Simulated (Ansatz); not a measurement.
# 1T-TiTe2 bilayer (AB) in a perpendicular field, part 2 of 4

Wanted: the out-of-plane response of the 1T-TiTe2 bilayer (AB). A positive field points along +c.

Ansatz 0.2.0; plane-wave DFT, PBE-D4, Ansatz PAW (the session's first sound run).

So far. Step 2 (Relaxing the slab): The lattice constant a goes from 3.750 to 3.694 Å.

### Step 3. Atoms held, field 0, start network

A sawtooth potential applies the field, turning back in the middle of the vacuum. With the dipole correction the typed value is the field outside the slab. The induced dipole is small, so the SCF threshold is tight.

The cell differs from the one that the last finished run ended in (c 52.352 → 28.314 Å).

The input, input.yaml:

```yaml
crystal:
  lattice:
    - [3.6941992445, 0.0, 0.0]
    - [-1.8470996222, 3.1992703924, 0.0]
    - [0.0, 0.0, 28.3137087765]
  atoms:
    - { symbol: Te, position: [0.6666666667, 0.3333333333, 0.3178672236] }
    - { symbol: Ti, position: [0.0, 0.0, 0.3799259958] }
    - { symbol: Te, position: [0.3333333333, 0.6666666667, 0.4416266538] }
    - { symbol: Te, position: [0.0, 0.0, 0.5583733462] }
    - { symbol: Ti, position: [0.3333333333, 0.6666666667, 0.6200740042] }
    - { symbol: Te, position: [0.6666666667, 0.3333333333, 0.6821327764] }
kpoints:
  mp_grid: { grid: [12, 12, 1] }
  band_path:
    path: [[0, 0, 0], [0.5, 0, 0], [0.33333333, 0.33333333, 0], [0, 0, 0]]
    npoints: 16
hamiltonian:
  xc: pbe
  dispersion: d4
scf:
  occupations: { method: fermi_dirac, width: 0.05 }
  convergence: { dr2_threshold: 1.0e-10 }
efield:
  axis: 3
  dipole_correction: true
  ramp_position: 0.97
  ramp_width: 0.06
  amplitude: 0
output:
  dos: { projected: true, e_range: [-6, 5] }
  bader: true
  write_potential: true
  write_density: true
  volumetric_format: npy
  elf: true
```

Run with:

```
ansatz run input.yaml --threads 4 --pin off --max-ram 6144MiB --backend cpu --events-out ev --progress --plain --runs-dir out
```

Numbers of over 12 decimals in the logs are rounded to 6 here.

Output:

```text
[...]
Crystal: 6 atoms, lattice volume = 334.632 Å³
Basis set: ecut = 420 eV, 6563 PW (Γ)
Bands: 53, of which v1, the nominal top of the filled ones, is band 44 counted from 1 (43 counted from 0)
Symmetry: 6 space group operations
k-points: 19 of 144 (time reversal used)
[...]
SCF iter   1: F=—  HF=-32925.461230 eV  |F-HF|=—  |Δ(HF+E_count)|=         —  Δρ=2.89e-3  dr2=9.57e-2  ethr=1.77e-3  p=0.000 e·Å  D=7.28e-14 V/Å  ΔV_dip=-0.00 eV  dr2_dipole=6.91e-8  V_vac-E_F(+/−)=4.75/4.75 eV  ⟨swp⟩=9.1  Hψ=4164  notcnv=0  defer=1
efield: sawtooth ramp at fractional position 0.9700 (set: `efield.ramp_position`, or a place that a band, a saddle search or an elastic batch's reference lends), width 0.0600; the density the first Hamiltonian is built on has a dipole p = 0.000 e·Å; the dipole correction subtracts the counter field D = 7.28e-14 V/Å, which shifts the + side's vacuum level by -0.00 eV against the − side's; the planar-averaged density in the ramp window peaks in size at 7.4e-6 e/Å³
[...]
SCF iter   2: F=—  HF=-32925.473757 eV  |F-HF|=—  |Δ(HF+E_count)|=   1.25e-2  Δρ=3.98e-3  dr2=2.04e-1  ethr=1.09e-4  p=0.000 e·Å  D=3.34e-5 V/Å  ΔV_dip=-0.00 eV  dr2_dipole=8.89e-7  V_vac-E_F(+/−)=5.03/5.03 eV  ⟨swp⟩=4.0  Hψ=2401  notcnv=0  defer=17
[...]
SCF iter  10: F=-32925.455225 eV  HF=-32925.455225 eV  |F-HF|=8.73e-11  |Δ(HF+E_count)|=  7.06e-10  Δρ=1.25e-7  dr2=5.21e-11  ethr=1.00e-12  p=0.000 e·Å  D=2.23e-7 V/Å  ΔV_dip=-0.00 eV  dr2_dipole=4.47e-14  V_vac-E_F(+/−)=4.82/4.82 eV  ⟨swp⟩=7.8  Hψ=3066  notcnv=0
SCF 1 converged in 10 iterations: F = -32925.455225 eV  dr2 = 5.21e-11
[...]
NSCF: frozen V_eff on 49 k-points
efield: sawtooth ramp at fractional position 0.9700 (kept from the solve that this one continues, or follows in the run), width 0.0600; the density the first Hamiltonian is built on has a dipole p = 0.000 e·Å; the dipole correction subtracts the counter field D = 2.23e-7 V/Å, which shifts the + side's vacuum level by -0.00 eV against the − side's; the planar-averaged density in the ramp window peaks in size at 4.8e-6 e/Å³
WARN: The output density's exchange-correlation potential varies sharply where the density is thin. Do not read a vacuum level from v_tot or v_xc, or from such a field of the output density. On a cell that repeats whose density bears no net charge and no dipole along the vacuum's axis use v_es (v_loc + v_h of the components); under efield.dipole_correction with no amplitude use v_es + v_field, which holds any externa [...]
SCF converged after 10 iterations
Free energy (F): -32925.455225 eV
[...]
Internal energy: -32925.434453 eV  (E = F + TS)
E sigma→0 (E₀):  -32925.444839 eV
Entropy (-TS):   -0.020772 eV (-3.462 meV/atom)
Fermi energy:    2.399087 eV
Dipole field:    D = 0.000000 V/Å  (p = 0.000000 e·Å, saw-weighted, corrected)
Work function:   Φ+ = 4.8190 eV   Φ− = 4.8190 eV
Levels:          The Fermi level and band energies are counted from a zero that moves with the ramp; work functions are not
[...]
--- Band table (eV; the first three rows and the last of 19) ---
  k-point 0: bands = [... 40 lower, 2.7905, 2.8864, 2.8864, 2.8894, 2.8894, 3.1993, 3.6284, 3.6284, ... 5 higher]
  k-point 1: bands = [... 40 lower, 2.3839, 2.4360, 2.6467, 2.6795, 2.8043, 3.0051, 3.6510, 3.7740, ... 5 higher]
  k-point 2: bands = [... 40 lower, 1.3575, 1.8127, 2.2554, 2.3188, 2.7252, 2.8394, 3.6398, 3.8978, ... 5 higher]
  k-point 18: bands = [... 40 lower, 0.4031, 0.4362, 0.4815, 0.4815, 3.5121, 3.5955, 3.5955, 3.6585, ... 5 higher]
--- Bader charges: 6 sites ---
  site symbol  charge [e]  shift [e]
     0     Te     -0.6781     0.0014
     1     Ti      1.3565     0.0028
     2     Te     -0.6784     0.0014
     3     Te     -0.6784     0.0014
     4     Ti      1.3565     0.0028
     5     Te     -0.6781     0.0014
  estimated error of the sums over rays = 5.2e-4 e
```

The job ended after 34 s (4 threads of Arm Neoverse V1, shared host; peak memory 1 GiB).

This step gave:

- energy at zero smearing: -32925.4448 eV
- work function, upper face: 4.819 eV
- dipole along the normal: 6.72e-9 e·Å

Running mean over a fixed 2.5 Å (it still follows the layers) of the planar mean; the ramp of the sawtooth is left out. The electron's electrostatic potential energy less the Fermi level by z:

| z (Å) | electron's electrostatic potential energy less the Fermi level (eV) |
| --- | --- |
| 4 | 4.82 |
| 5 | 4.82 |
| 6 | 4.76 |
| 7 | 3.76 |
| 8 | 1.53 |
| 9 | -1.64 |
| 10 | -4.18 |
| 11 | -5.14 |
| 12 | -3.28 |
| 13 | -0.169 |
| 14 | 0.817 |
| 15 | 0.734 |
| 16 | -2.38 |
| 17 | -4.61 |
| 18 | -4.81 |
| 19 | -2.68 |
| 20 | 0.633 |
| 21 | 2.89 |
| 22 | 4.67 |
| 23 | 4.81 |
| 24 | 4.82 |
| 25 | 4.82 |

The density of states has structure finer than the step of the table below, so its rows give means over 0.25 eV, whole bins alone (the curve runs from -6 to 1.99 eV). Peaks (eV: height): -3.930: 14.1, -1.370: 17.8, 1.250: 26.5, 1.330: 22.7, 1.500: 18.7, 1.550: 26.1, 1.640: 24.2.

Table of density of states by energy, zero at the Fermi level; means over each step:

| energy (eV) | density of states (states/eV a cell) |
| --- | --- |
| -5.25 | 0 |
| -5.00 | 0.605 |
| -4.75 | 2.18 |
| -4.50 | 2.78 |
| -4.25 | 4.39 |
| -4.00 | 7.87 |
| -3.75 | 4.91 |
| -3.50 | 3.73 |
| -3.25 | 2.24 |
| -3.00 | 4.72 |
| -2.75 | 4.96 |
| -2.50 | 5.58 |
| -2.25 | 5.33 |
| -2.00 | 7.88 |
| -1.75 | 10.4 |
| -1.50 | 9.43 |
| -1.25 | 6.66 |
| -1.00 | 3.82 |
| -0.75 | 4.20 |
| -0.50 | 2.35 |
| -0.25 | 1.60 |
| 0.00 | 2.73 |
| 0.25 | 4.43 |
| 0.50 | 6.16 |
| 0.75 | 2.87 |
| 1.00 | 2.52 |
| 1.25 | 12.5 |
| 1.50 | 14.7 |
| 1.75 | 3.86 |

Projected DOS per atom over height of the atomic layer and energy from the Fermi level. Layers: Te Ti Te Te Ti Te from below.

Ten even steps from '_' (0.00 states/eV) to '@' (6.23 states/eV), each cell a mean:
```
__..____..__
..@@....@@..
__--____--__
__::____::__
__--____--__
__..____..__
____________
..__....__..
..__....__..
::::::::::::
::::::::::::
............
............
..__....__..
____________
..__....__..
::__::::__::
____....____
____________
____________
____________
____________
```
Columns: height of the atomic layer (Å) from 9 to 19.3 (not evenly spaced); rows upwards: energy from the Fermi level (eV) from -5.96 to 1.96.

The electronic bands at the labelled points (eV, zero at the Fermi level):

| point | band 41 | band 42 | band 43 | band 44 | band 45 | band 46 | band 47 | band 48 |
| --- | --- | --- | --- | --- | --- | --- | --- | --- |
| Γ | 0.39 | 0.49 | 0.49 | 0.49 | 0.49 | 0.80 | 1.23 | 1.23 |
| halfway | -1.26 | -0.89 | -0.44 | -0.35 | 0.11 | 0.23 | 1.30 | 1.48 |
| M | -1.78 | -1.69 | -0.67 | -0.50 | -0.24 | -0.11 | 1.32 | 1.32 |
| halfway | -1.96 | -1.90 | -1.85 | -1.73 | 0.54 | 0.68 | 1.36 | 1.39 |
| K | -2.00 | -1.96 | -1.92 | -1.92 | 1.11 | 1.20 | 1.20 | 1.26 |
| halfway | -1.57 | -1.35 | -0.95 | -0.92 | 0.54 | 0.63 | 1.03 | 1.28 |
| Γ | 0.39 | 0.49 | 0.49 | 0.49 | 0.49 | 0.80 | 1.23 | 1.23 |

Electrostatic potential energy in the ca plane at fractional y = 0.000, with atoms of Ti and Te within 0.2 Å of it. With pseudopotentials it is smooth inside the atoms' cores, unlike the true potential.

Ten even steps from '0' (-23 eV) to '9' (7 eV), each cell a mean:
```
99999999999999999999973000037999999737996379
99999999999999999999886200268899999852552588
99999999999999999988887655678888999985445788
99999999999999999876678888887667899998888877
99999999999999999875468899886457899999998876
99999999999999999875568888886557899999888876
99999999999999999987778777787778999987667877
99999999999999999998887422478889999863323688
99999999999999999999985000058999999735994478
99999999999999999999972000037999999738997379
```
Columns run along c (16.0 Å, from fractional 0.07 to 0.63 of the cell; values clipped at the 3rd and 97th percentile), rows up along a (3.7 Å). Atoms in or near the plane, at fractional coordinates: Ti at (0.38, 0.00), Te at (0.56, 0.00).

ELF in the ca plane at fractional y = 0.000, with atoms of Ti and Te within 0.2 Å of it. It is the smooth field of the valence electrons, not physical close to the nuclei.

Ten even steps from '0' (0.00) to '9' (0.72), each cell a mean:
```
00000000000000000012212755721221016983003685
00000000000000001235542577524543103996446884
00000000000000024677885211258876411588778852
00000000000000247888788522588888730146777410
00000000000001368987778644687778841012343200
00000000000001258987788633688778841123555310
00000000000000135788887311378888621378788731
00000000000000012456763344336765212797667873
00000000000000000123322777722331005985124785
00000000000000000011212722721210016972002676
```
Columns run along c (16.0 Å, from fractional 0.07 to 0.63 of the cell), rows up along a (3.7 Å). Atoms in or near the plane, at fractional coordinates: Ti at (0.38, 0.00), Te at (0.56, 0.00).

Valence density in the ca plane at fractional y = 0.000, with atoms of Ti and Te within 0.2 Å of it. It is the smooth field of the valence electrons, not physical close to the nuclei.

Ten steps, logarithmic in the rise over the least value, from '0' (0 e/Å³) to '9' (14 e/Å³), each cell a mean:
```
00000000000000000001113688631110001247997321
00000000000000000011112466421111000134664321
00000000000000000111222222222211100112333211
00000000000000000122222111122222100011122111
00000000000000000122322111122322100000111111
00000000000000000122222111122222100001111111
00000000000000000112222111122221100012222211
00000000000000000011122344322111000123443221
00000000000000000001112677521110001236885321
00000000000000000000113799731100001247997421
```
Columns run along c (16.0 Å, from fractional 0.07 to 0.63 of the cell), rows up along a (3.7 Å). Atoms in or near the plane, at fractional coordinates: Ti at (0.38, 0.00), Te at (0.56, 0.00).

The work function of the upper face is 4.82 eV.

### Step 4. Atoms held, field 0.1 V/Å

Changes to input.yaml since step 3:

```diff
@@ -26,8 +26,6 @@
   dipole_correction: true
-  ramp_position: 0.97
-  ramp_width: 0.06
-  amplitude: 0
+  ramp_position: 0.9675
+  ramp_width: 0.065
+  amplitude: 0.1
 output:
-  dos: { projected: true, e_range: [-6, 5] }
-  bader: true
   write_potential: true
@@ -35,2 +33 @@
   volumetric_format: npy
-  elf: true
```

Output:

```text
[...]
Crystal: 6 atoms, lattice volume = 334.632 Å³
Basis set: ecut = 420 eV, 6563 PW (Γ)
Bands: 53, of which v1, the nominal top of the filled ones, is band 44 counted from 1 (43 counted from 0)
Symmetry: 6 space group operations
k-points: 19 of 144 (time reversal used)
[...]
k-point 0: bands = [... 40 lower, 2.7901, 2.8842, 2.8842, 2.8906, 2.8906, 3.1990, 3.6277, 3.6277, ... 5 higher]
  k-point 1: bands = [... 40 lower, 2.3831, 2.4359, 2.6459, 2.6795, 2.8039, 3.0048, 3.6504, 3.7733, ... 5 higher]
  k-point 2: bands = [... 40 lower, 1.3571, 1.8124, 2.2547, 2.3186, 2.7247, 2.8391, 3.6392, 3.8975, ... 5 higher]
  k-point 18: bands = [... 40 lower, 0.3980, 0.4405, 0.4793, 0.4830, 3.5116, 3.5925, 3.5977, 3.6533, ... 5 higher]
[key lines of the parts left out:]
SCF converged after 12 iterations
Free energy (F): -32925.459442 eV
Fermi energy:    2.398698 eV
Dipole field:    D = 0.045604 V/Å  (p = 0.084335 e·Å, saw-weighted, corrected)
```

Wall time 23 s (4 threads); peak memory 0.93 GiB; 91 s of CPU time.

The dipole is 0.0843 e·Å.

### Step 5. Single point, field -0.1 V/Å

Changes to input.yaml since step 4:

```diff
@@ -28,3 +28,3 @@
   ramp_width: 0.065
-  amplitude: 0.1
+  amplitude: -0.1
 output:
```

Output:

```text
[...]
Crystal: 6 atoms, lattice volume = 334.632 Å³
Basis set: ecut = 420 eV, 6563 PW (Γ)
Bands: 53, of which v1, the nominal top of the filled ones, is band 44 counted from 1 (43 counted from 0)
Symmetry: 6 space group operations
k-points: 19 of 144 (time reversal used)
[...]
k-point 0: bands = [... 40 lower, 2.7901, 2.8842, 2.8842, 2.8906, 2.8906, 3.1990, 3.6277, 3.6277, ... 5 higher]
  k-point 1: bands = [... 40 lower, 2.3831, 2.4359, 2.6459, 2.6795, 2.8039, 3.0048, 3.6504, 3.7733, ... 5 higher]
  k-point 2: bands = [... 40 lower, 1.3571, 1.8124, 2.2547, 2.3186, 2.7247, 2.8391, 3.6392, 3.8975, ... 5 higher]
  k-point 18: bands = [... 40 lower, 0.3980, 0.4404, 0.4793, 0.4830, 3.5116, 3.5925, 3.5977, 3.6533, ... 5 higher]
[key lines of the parts left out:]
SCF converged after 12 iterations
Free energy (F): -32925.459442 eV
Fermi energy:    2.398697 eV
Dipole field:    D = -0.045604 V/Å  (p = -0.084335 e·Å, saw-weighted, corrected)
```

Wall time 23 s (4 threads); peak memory 0.93 GiB.

The dipole is -0.0843 e·Å.

### Step 6. Atoms held, field 0.2 V/Å

Changes to input.yaml since step 5:

```diff
@@ -28,3 +28,3 @@
   ramp_width: 0.065
-  amplitude: -0.1
+  amplitude: 0.2
 output:
```

Output:

```text
[...]
Crystal: 6 atoms, lattice volume = 334.632 Å³
Basis set: ecut = 420 eV, 6563 PW (Γ)
Bands: 53, of which v1, the nominal top of the filled ones, is band 44 counted from 1 (43 counted from 0)
Symmetry: 6 space group operations
k-points: 19 of 144 (time reversal used)
[...]
k-point 0: bands = [... 40 lower, 2.7887, 2.8803, 2.8803, 2.8921, 2.8921, 3.1978, 3.6257, 3.6257, ... 5 higher]
  k-point 1: bands = [... 40 lower, 2.3810, 2.4355, 2.6436, 2.6792, 2.8025, 3.0037, 3.6484, 3.7715, ... 5 higher]
  k-point 2: bands = [... 40 lower, 1.3559, 1.8115, 2.2527, 2.3181, 2.7231, 2.8382, 3.6373, 3.8965, ... 5 higher]
  k-point 18: bands = [... 40 lower, 0.3868, 0.4492, 0.4762, 0.4836, 3.5102, 3.5887, 3.5990, 3.6473, ... 5 higher]
[key lines of the parts left out:]
SCF converged after 12 iterations
Free energy (F): -32925.472092 eV
Fermi energy:    2.397536 eV
Dipole field:    D = 0.091215 V/Å  (p = 0.168684 e·Å, saw-weighted, corrected)
```

Run time: 23 s. Hardware: 4 threads; peak memory 0.93 GiB.

The dipole is 0.169 e·Å.

### Step 7. Atoms held, field -0.2 V/Å

Changes to input.yaml since step 6:

```diff
@@ -28,3 +28,3 @@
   ramp_width: 0.065
-  amplitude: 0.2
+  amplitude: -0.2
 output:
```

Output:

```text
[...]
Crystal: 6 atoms, lattice volume = 334.632 Å³
Basis set: ecut = 420 eV, 6563 PW (Γ)
Bands: 53, of which v1, the nominal top of the filled ones, is band 44 counted from 1 (43 counted from 0)
Symmetry: 6 space group operations
k-points: 19 of 144 (time reversal used)
[...]
k-point 0: bands = [... 40 lower, 2.7887, 2.8803, 2.8803, 2.8921, 2.8921, 3.1978, 3.6257, 3.6257, ... 5 higher]
  k-point 1: bands = [... 40 lower, 2.3810, 2.4355, 2.6436, 2.6792, 2.8024, 3.0037, 3.6484, 3.7715, ... 5 higher]
  k-point 2: bands = [... 40 lower, 1.3559, 1.8115, 2.2527, 2.3181, 2.7231, 2.8382, 3.6373, 3.8965, ... 5 higher]
  k-point 18: bands = [... 40 lower, 0.3868, 0.4492, 0.4762, 0.4836, 3.5102, 3.5887, 3.5990, 3.6473, ... 5 higher]
[key lines of the parts left out:]
SCF converged after 12 iterations
Free energy (F): -32925.472092 eV
Fermi energy:    2.397533 eV
Dipole field:    D = -0.091215 V/Å  (p = -0.168684 e·Å, saw-weighted, corrected)
```

It took 23 s on 4 threads; peak memory 0.93 GiB; 92 s of CPU time.

The dipole is -0.169 e·Å.

### Step 8. Atoms held, field 0.35 V/Å

Changes to input.yaml since step 7:

```diff
@@ -26,6 +26,8 @@
   dipole_correction: true
-  ramp_position: 0.9675
-  ramp_width: 0.065
-  amplitude: -0.2
+  ramp_position: 0.9468
+  ramp_width: 0.1064
+  amplitude: 0.35
 output:
+  dos: { projected: true, e_range: [-6, 5] }
+  bader: true
   write_potential: true
@@ -33 +35,2 @@
   volumetric_format: npy
+  elf: true
```

Output:

```text
[...]
Crystal: 6 atoms, lattice volume = 334.632 Å³
Basis set: ecut = 420 eV, 6563 PW (Γ)
Bands: 53, of which v1, the nominal top of the filled ones, is band 44 counted from 1 (43 counted from 0)
Symmetry: 6 space group operations
k-points: 19 of 144 (time reversal used)
[...]
k-point 18: bands = [... 40 lower, 0.3654, 0.4637, 0.4700, 0.4829, 3.5062, 3.5813, 3.5994, 3.6367, ... 5 higher]
--- Bader charges: 6 sites ---
  site symbol  charge [e]  shift [e]
     0     Te     -0.6986     0.0014
     1     Ti      1.3556     0.0028
     2     Te     -0.6783     0.0014
     3     Te     -0.6785     0.0014
     4     Ti      1.3573     0.0028
     5     Te     -0.6574     0.0015
  estimated error of the sums over rays = 5.8e-4 e
[key lines of the parts left out:]
SCF converged after 12 iterations
Free energy (F): -32925.506887 eV
Fermi energy:    2.394301 eV
Dipole field:    D = 0.159668 V/Å  (p = 0.295274 e·Å, saw-weighted, corrected)
```

The job ended after 35 s (4 threads; peak memory 1 GiB).

The dipole is 0.295 e·Å.

(Part 2 of 4 ends here.)

[Logs are printed without paths, hosts, clocks, repeated set-up lines and the standing remarks that a program may print on its own settings, such as how far it seeks lower states.]

[Hosts, paths, dates, database ids (printed as entryN), source tags and the programs' standing remarks are cut or masked in the printed files.]

[Maps of the electrostatic potential energy from Ansatz leave out the sawtooth potential of an applied field or a dipole correction, so their vacuum need not be flat; planar profiles and work functions include it.]

[The density of states shown here was stored with 400 of the rows of the run's finer table, so its peaks can read low, often by over a quarter, or be missed, and its means over a window can be off by a tenth or more.]
